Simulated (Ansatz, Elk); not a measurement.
## CrSeS: X-ray structure factors from the self-consistent density

The structure of CrSeS used here is made up (a known structure type with other elements) and was relaxed beforehand with PBE. The aim is the Fourier transform of its all-electron density, F(hkl), set beside the sum over free spherical atoms that refinements use.

Method: DFT, PBE, all-electron APW+lo, Dirac cores, scalar-relativistic bands, static density, no spin, in Elk 11.2.3 (patched build).

The structure was built from a prototype and need not be the compound's stable phase.

## 1. The structure

The structure is trigonal, space group R3m (No. 160). Conventional cell: a = 3.127 Å, b = 3.127 Å, c = 21.545 Å, α = 90.00°, β = 90.00°, γ = 120.00°. Se has 3 Cr at 2.42 Å nearest. Cr has 3 S at 2.30 Å and 3 Se at 2.42 Å nearest. Nearest to S lie 3 Cr at 2.30 Å. Farther neighbours and most contacts between anions are not listed.

## 2. Ground state and structure factors

An all-electron density is needed, since X-rays see the cores too. Task 0 finds the density and task 195 Fourier-transforms it; tshift is off so that phases refer to the origin typed.

elk.in reads:

```
tasks
  0
  195

xctype
  20

spinpol
  .false.

rgkmax
  7.0

gmaxvr
  14.0

lmaxo
  7

lmaxapw
  8

swidth
  0.002

tshift
  .false.

hmaxvr
  5.5

maxscl
  120

epspot
  1e-06

sppath
  './'

avec
  2.95477635881 1.70594092616 13.57108908709
  -2.95477635881 1.70594092616 13.57108908709
  0.00000000000 -3.41188185231 13.57108908709

atoms
  3
  'Se.in'
  1
  0.7379442776 0.7379442776 0.7379442776   0.000000 0.000000 0.000000
  'Cr.in'
  1
  -0.0036926086 -0.0036926086 -0.0036926086   0.000000 0.000000 0.000000
  'S.in'
  1
  0.5968149780 0.5968149780 0.5968149780   0.000000 0.000000 0.000000

ngridk
  8 8 8
```

Command:

```bash
> OMP_NUM_THREADS=4 elk
```

Numbers of over 12 decimals in the logs are rounded to 6 here.

Output:

```text
┌─────────────────────────┐
│ Elk code version 11.2.3 │
└─────────────────────────┘

All units are atomic (Hartree, Bohr, etc.)

┌─────────────────────────────────────────────────┐
│ Ground-state run starting from atomic densities │
└─────────────────────────────────────────────────┘

Lattice vectors :
   2.954776359       1.705940926       13.57108909
  -2.954776359       1.705940926       13.57108909
   0.000000000      -3.411881852       13.57108909

Reciprocal lattice vectors :
   1.063225189      0.6138533493      0.1543277101
  -1.063225189      0.6138533493      0.1543277101
 -0.2030310898E-16  -1.227706699      0.1543277101

Unit cell volume      :    410.4446088
Brillouin zone volume :   0.6043451616

Muffin-tin inner radius fraction :   0.1000000000E-01

Nuclei treated as point charges

Species : 1 (Se)
 parameters loaded from : Se.in
 name : selenium
 nuclear charge    :   -34.00000000
 electronic charge :    34.00000000
 atomic mass :    143935.2749
 muffin-tin radius :    2.341070722
 number of radial points in muffin-tin :    993
 inner part over the whole radius :   0.9890806555E-02
 number on inner part of muffin-tin    :    702
 approximate nuclear radius :   0.7785908700E-04
 number of mesh points to nuclear radius :    343
 atomic positions (lattice), magnetic fields (Cartesian) :
  1 :   0.73794428  0.73794428  0.73794428    0.00000000  0.00000000  0.00000000

Species : 2 (Cr)
 parameters loaded from : Cr.in
 name : chromium
 nuclear charge    :   -24.00000000
 electronic charge :    24.00000000
 atomic mass :    94783.09202
 muffin-tin radius :    2.186850941
 number of radial points in muffin-tin :    993
 inner part over the whole radius :   0.9976258233E-02
 number on inner part of muffin-tin    :    698
 approximate nuclear radius :   0.6987106690E-04
 number of mesh points to nuclear radius :    330
 atomic positions (lattice), magnetic fields (Cartesian) :
  1 :   0.99630739  0.99630739  0.99630739    0.00000000  0.00000000  0.00000000

Species : 3 (S)
 parameters loaded from : S.in
 name : sulphur
 nuclear charge    :   -16.00000000
 electronic charge :    16.00000000
 atomic mass :    58450.91931
 muffin-tin radius :    2.055073359
 number of radial points in muffin-tin :    793
 inner part over the whole radius :   0.9903776036E-02
 number on inner part of muffin-tin    :    553
 approximate nuclear radius :   0.6195814986E-04
 number of mesh points to nuclear radius :    252
 atomic positions (lattice), magnetic fields (Cartesian) :
  1 :   0.59681498  0.59681498  0.59681498    0.00000000  0.00000000  0.00000000

Total number of atoms per unit cell :    3
Total muffin-tin volume :    133.9070814
 ratio of muffin-tin to unit cell volume :   0.3262488496

Spin treatment :
 spin-unpolarised

Number of Bravais lattice symmetries :   12
Number of crystal symmetries         :    6
Crystal has no inversion symmetry
Complex Hermitian eigensolver will be used

k-point grid :      8     8     8
k-point offset :    0.000000000       0.000000000       0.000000000
k-point set is reduced with full crystal symmetry group
Total number of k-points :      120

Muffin-tin radius times maximum |G+k| :    7.000000000
 using average radius
Maximum |G+k| for APW functions       :    3.190037351
Maximum (1/2)|G+k|²                   :    5.088169151
Maximum |G| for potential and density :    14.00000000
Constant for pseudocharge density :    8
 order of it for each species :   15  15  15
 order of it for pair densities of each species (exact exchange by exxq0 0: 16) :   11   9   8
Radial integration step length :    1

G-vector grid sizes :     63    63    63
Number of G-vectors :    18991

Maximum angular momentum used for
 APW functions            :    8
 outer part of muffin-tin :    7
 inner part of muffin-tin :    2

Total nuclear charge    :   -74.00000000
Total core charge       :    38.00000000
Total valence charge    :    36.00000000
Total excess charge     :    0.000000000
Total electronic charge :    74.00000000

[...]
electron entropic           :    -0.89586572564159E-07
 total energy                :     -3880.5511998575

Density of states at Fermi energy :   0.1761396159E-02
 (states/Hartree/unit cell)

Estimated indirect band gap :   0.4098747208E-01
 from k-point 101 to k-point 14
Estimated direct band gap   :   0.5216822182E-01
 at k-point 24

Charges :
 core                        :    38.00000000
 valence                     :    36.00000000
 interstitial                :    5.627378952
 muffin-tins (core leakage)
  species : 1 (Se)
   atom 1                    :    32.69932388     (  0.8661744531E-04)
  species : 2 (Cr)
   atom 1                    :    21.12626836     ( -0.2179129748E-06)
  species : 3 (S)
   atom 1                    :    14.54702881     (  0.1836625338E-03)
 total in muffin-tins        :    68.37262105
 total calculated charge     :    73.99939266
 total charge                :    74.00000000
 error                       :   0.6073392151E-03

RMS change in Kohn-Sham potential (target) :   0.5177569776     (  0.1000000000E-05)
Absolute change in total energy (target)   :   0.3282898875     (  0.1000000000E-03)

[... loops 3 to 16 left out ...]

┌──────────────────┐
│ Loop number : 17 │
└──────────────────┘

Energies :
 Fermi                       :     0.197690
 sum of occupied eigenvalues :     -2245.0783746254
 electron kinetic            :      3952.2047670504
 core electron kinetic       :      3630.3468862985
 Coulomb                     :     -7670.0785608039
 Coulomb potential           :     -5986.2321646987
 nuclear-nuclear             :     -385.11284117646
 electron-nuclear            :     -8594.3508033432
 Hartree                     :      1309.3850837157
 Madelung                    :     -4676.9624784546
 xc potential                :     -211.05097697709
 exchange                    :     -159.09286281766
 correlation                 :     -3.411259
 electron entropic           :    -0.19040590651465E-05
 total energy                :     -3880.3779170339

Density of states at Fermi energy :   0.5117854964E-01
 (states/Hartree/unit cell)

Estimated indirect band gap :   0.2855619258E-01
 from k-point 101 to k-point 24
Estimated direct band gap   :   0.3697876376E-01
 at k-point 24

Charges :
 core                        :    38.00000000
 valence                     :    36.00000000
 interstitial                :    5.176784300
 muffin-tins (core leakage)
  species : 1 (Se)
[...]
species : 2 (Cr)
[...]
species : 3 (S)
[...]
total in muffin-tins        :    68.82321570
 total calculated charge     :    73.99924887
 total charge                :    74.00000000
 error                       :   0.7511286519E-03

RMS change in Kohn-Sham potential (target) :   0.9941575787E-06 (  0.1000000000E-05)
Absolute change in total energy (target)   :   0.2238937623E-04 (  0.1000000000E-03)

Convergence targets achieved

┌──────────────────┐
│ Loop number : 18 │
└──────────────────┘

Energies :
 Fermi                       :     0.197690
 sum of occupied eigenvalues :     -2245.0783661090
 electron kinetic            :      3952.2047652852
 core electron kinetic       :      3630.3468876808
 Coulomb                     :     -7670.0785523930
 Coulomb potential           :     -5986.2321920182
 nuclear-nuclear             :     -385.11284117646
 electron-nuclear            :     -8594.3507589639
 Hartree                     :      1309.3850477474
 Madelung                    :     -4676.9624563839
 xc potential                :     -211.05093937603
 exchange                    :     -159.09286205575
 correlation                 :     -3.411259
 electron entropic           :    -0.19040465222703E-05
 total energy                :     -3880.3779096100

Density of states at Fermi energy :   0.5117816950E-01
 (states/Hartree/unit cell)

Estimated indirect band gap :   0.2855621904E-01
 from k-point 101 to k-point 24
Estimated direct band gap   :   0.3697875962E-01
 at k-point 24

Charges :
 core                        :    38.00000000
 valence                     :    36.00000000
 interstitial                :    5.176784753
 muffin-tins (core leakage)
  species : 1 (Se)
   atom 1                    :    32.37558033     (  0.8589391812E-04)
  species : 2 (Cr)
   atom 1                    :    22.35628279     ( -0.2179276546E-06)
  species : 3 (S)
   atom 1                    :    14.09135213     (  0.1839473858E-03)
 total in muffin-tins        :    68.82321525
 total calculated charge     :    73.99924887
 total charge                :    74.00000000
 error                       :   0.7511285771E-03

┌──────────────────────────────┐
│ Self-consistent loop stopped │
└──────────────────────────────┘

Warning : core states of species 3 leak from the muffin-tin :   0.1839473858E-03

Wrote STATE.OUT
```

Elapsed: 56 s, on 4 threads of Arm Neoverse V1, shared host; peak memory 0.24 GiB; 3.2 min of CPU time.

SFACRHO.OUT:

```text

h k l indices transformed by vhmat matrix:
   1.000000000       0.000000000       0.000000000    
   0.000000000       1.000000000       0.000000000    
   0.000000000       0.000000000       1.000000000    

      h      k      l  multipl.   |H|            Re(F)            Im(F)           |F|

      0      0      0      1   0.0000000       73.999999     -0.27808173E-15   73.999999    
     -1     -1     -1      1  0.46298313       33.941186      -15.634431       37.368965    
      1      1      1      1  0.46298313       33.941186       15.634431       37.368965    
      2      2      2      1  0.92596626      -17.991130       3.9357850       18.416600    
     -2     -2     -2      1  0.92596626      -17.991130      -3.9357850       18.416600    
      1      0      0      3   1.2373685       6.8639360      -34.652708       35.325965    
     -1      0      0      3   1.2373685       6.8639360       34.652708       35.325965    
      1      0      1      3   1.2659115      -4.8431498       14.076969       14.886811    
     -1      0     -1      3   1.2659115      -4.8431498      -14.076969       14.886811    
     -1     -1     -2      3   1.3741675       34.752915       2.4305665       34.837807    
      1      2      1      3   1.3741675       34.752915      -2.4305665       34.837807    
      3      3      3      1   1.3889494      -7.2421956      -16.418536       17.944852    
     -3     -3     -3      1   1.3889494      -7.2421956       16.418536       17.944852    
      1      2      2      3   1.4500654       18.105728      -27.463007       32.894288    
     -2     -1     -2      3   1.4500654       18.105728       27.463007       32.894288    
      2      3      2      3   1.6353283       33.180721       28.060107       43.454917    
     -2     -2     -3      3   1.6353283       33.180721      -28.060107       43.454917    
     -3     -3     -2      3   1.7411360       37.207400       26.443723       45.647136
```

Elk indexes on the primitive cell of elk.in and gives |H| = 4π sin θ/λ in inverse bohr. Below, one row stands for each form hkl of the conventional cell (m members, Friedel mates merged), F is for one primitive cell and the density is static (no thermal factor). Free-atom factors are Waasmaier and Kirfel's, and R is Σm||F|−|F'||/Σm|F|.

| hkl | m | sin θ/λ (Å⁻¹) | abs F, DFT | neutral atoms | diff. | abs of complex diff. |
| --- | --- | --- | --- | --- | --- | --- |
| 003 | 2 | 0.070 | 37.369 | 37.328 | +0.041 | 0.084 |
| 006 | 2 | 0.139 | 18.417 | 18.171 | +0.246 | 0.247 |
| 101 | 6 | 0.186 | 35.326 | 35.221 | +0.105 | 0.408 |
| 012 | 6 | 0.190 | 14.887 | 14.649 | +0.238 | 0.350 |
| 104 | 6 | 0.207 | 34.838 | 35.206 | -0.368 | 0.373 |
| 009 | 2 | 0.209 | 17.945 | 17.808 | +0.136 | 0.551 |
| 015 | 6 | 0.218 | 32.894 | 33.070 | -0.176 | 0.316 |
| 107 | 6 | 0.246 | 43.455 | 43.729 | -0.274 | 0.416 |
| 018 | 6 | 0.262 | 45.647 | 46.025 | -0.378 | 0.396 |
| 0 0 12 | 2 | 0.279 | 37.388 | 37.929 | -0.540 | 0.547 |
| 1 0 10 | 6 | 0.297 | 12.506 | 12.650 | -0.143 | 0.238 |
| 0 1 11 | 6 | 0.315 | 24.057 | 24.255 | -0.198 | 0.226 |
| 110 | 6 | 0.320 | 45.598 | 45.794 | -0.195 | 0.195 |
| 113 | 12 | 0.327 | 24.551 | 24.740 | -0.189 | 0.202 |

## 3. Summary of results

```yaml
r_against_neutral_atoms_sin_theta_lambda_0p3_a_minus1: 0.78 %
r_against_neutral_atoms_0p3_to_0p83_a_minus1: 0.17 %
```

In words: Independent neutral atoms miss the calculated amplitudes by R = 0.78 % below 0.3 Å⁻¹ and 0.17 % from there to 0.83 Å⁻¹; by shells, 0.51 % below 0.15 Å⁻¹ (2 forms), 0.80 % 0.15 to 0.3 (9 forms), 0.41 % 0.3 to 0.45 (20 forms), 0.12 % above 0.45 (110 forms). Bonding, aspherical density and the tables' own atoms all enter these figures, and the runs don't part them. The largest change of an amplitude is -0.54 electrons, at 0 0 12. R counts amplitudes alone; phases shift too. The basis has no finished test. The k-mesh has no finished test. These runs have no spin, though d or f shells may be open. Part of the difference isn't bonding: the tables are fits to free atoms and ions calculated by other methods than this functional. Thermal motion, anomalous dispersion and extinction are left out.

[Logs are printed without paths, hosts, clocks, repeated set-up lines and the standing remarks that a program may print on its own settings, such as how far it seeks lower states.]

[Hosts, paths, dates, database ids (printed as entryN), source tags and the programs' standing remarks are cut or masked in the printed files.]
